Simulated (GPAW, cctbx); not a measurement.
## By hand: from a DFT structure factor to an extinction distance in Zr4GaCo

Zr4GaCo, I422 (no. 97), a = 6.6584 Å, b = 6.6584 Å, c = 5.2203 Å, α = 90.00°, β = 90.00°, γ = 90.00°.

```csv
atom,mult.,x,y,z
Zr1,8,0.3400,0.1600,1/4
Ga1,2,0,0,1/2
Co1,2,0,0,0
```

The start was made by putting kin elements into a known structure type; the compound need not exist, or be stable, in this form.

A DFT run (GPAW, PBE, 450 eV, 6×6×6 k-points, Fermi–Dirac width 0.1 eV, spin-polarised) gives the static X-ray structure factor of 200 as 14.978 e for the conventional cell; superposed free atoms give 15.512 e. **Problem.** Find the Fourier component V of the crystal potential and the two-beam extinction distance at 300 kV in both cases.

## 1. Geometry

The cell volume is Ω = 231.44 Å³ and d(200) = 3.3292 Å, so g = 1/d = 0.3004 Å⁻¹.

## 2. The nuclei

Electrons feel nuclei as well as electrons, so the nuclear charges are summed with the same phases.

Phase sums Σ exp(2πi h·x), turned so that the total is real and positive: Zr +3.403, Ga -2.000, Co -2.000. Then F_Z = 40 × (+3.403) + 31 × (-2.000) + 27 × (-2.000) = 20.11 e. The electron term has the same sign for this reflection.

## 3. Mott–Bethe

Poisson's equation, term by term, gives V = (e/4πε₀)(F_Z − F)/(πΩg²), with e/4πε₀ = 14.3996 V Å.

The prefactor is 14.3996 × 3.3292²/(π × 231.44) = 0.21950 V per electron. Free atoms: (20.11 − 15.512) × 0.21950 = 1.010 V. Crystal: (20.11 − 14.978) × 0.21950 = 1.127 V. F changes by -3.44 % and V by +11.6 %: the same 0.53 e is measured against F_Z − F = 4.6 e in place of F = 15.5 e.

## 4. Extinction distance

In the two-beam case ξ = 1/(λU) with U = 2γm₀eV/h², that is ξ = 150.41 V Å²/(γλV).

At 300 kV, λ = 0.01969 Å and γ = 1.5871. Free atoms: ξ = 4768 Å. Crystal: ξ = 4272 Å. The thickness fringes go as sin²(πt/ξ), so the two patterns slip by a quarter of a period when t|1/ξ₁ − 1/ξ₀| = 1/4, at t ≈ 1027 nm, thicker than usual samples. Thermal motion, absorption and many-beam coupling, left out here, change a real pattern.

## 5. Answer

V(200) is 1.13 V against 1.01 V, and ξ is 4272 against 4768 Å. Limits: static atoms, two beams.

[Outputs are excerpts: Python notices, other lines and further rows are left out; steps that failed or that the build refused (PBEsol, TPSS) are not shown.]

[Logs are printed without paths, hosts, clocks, repeated set-up lines and the standing remarks that a program may print on its own settings, such as how far it seeks lower states.]
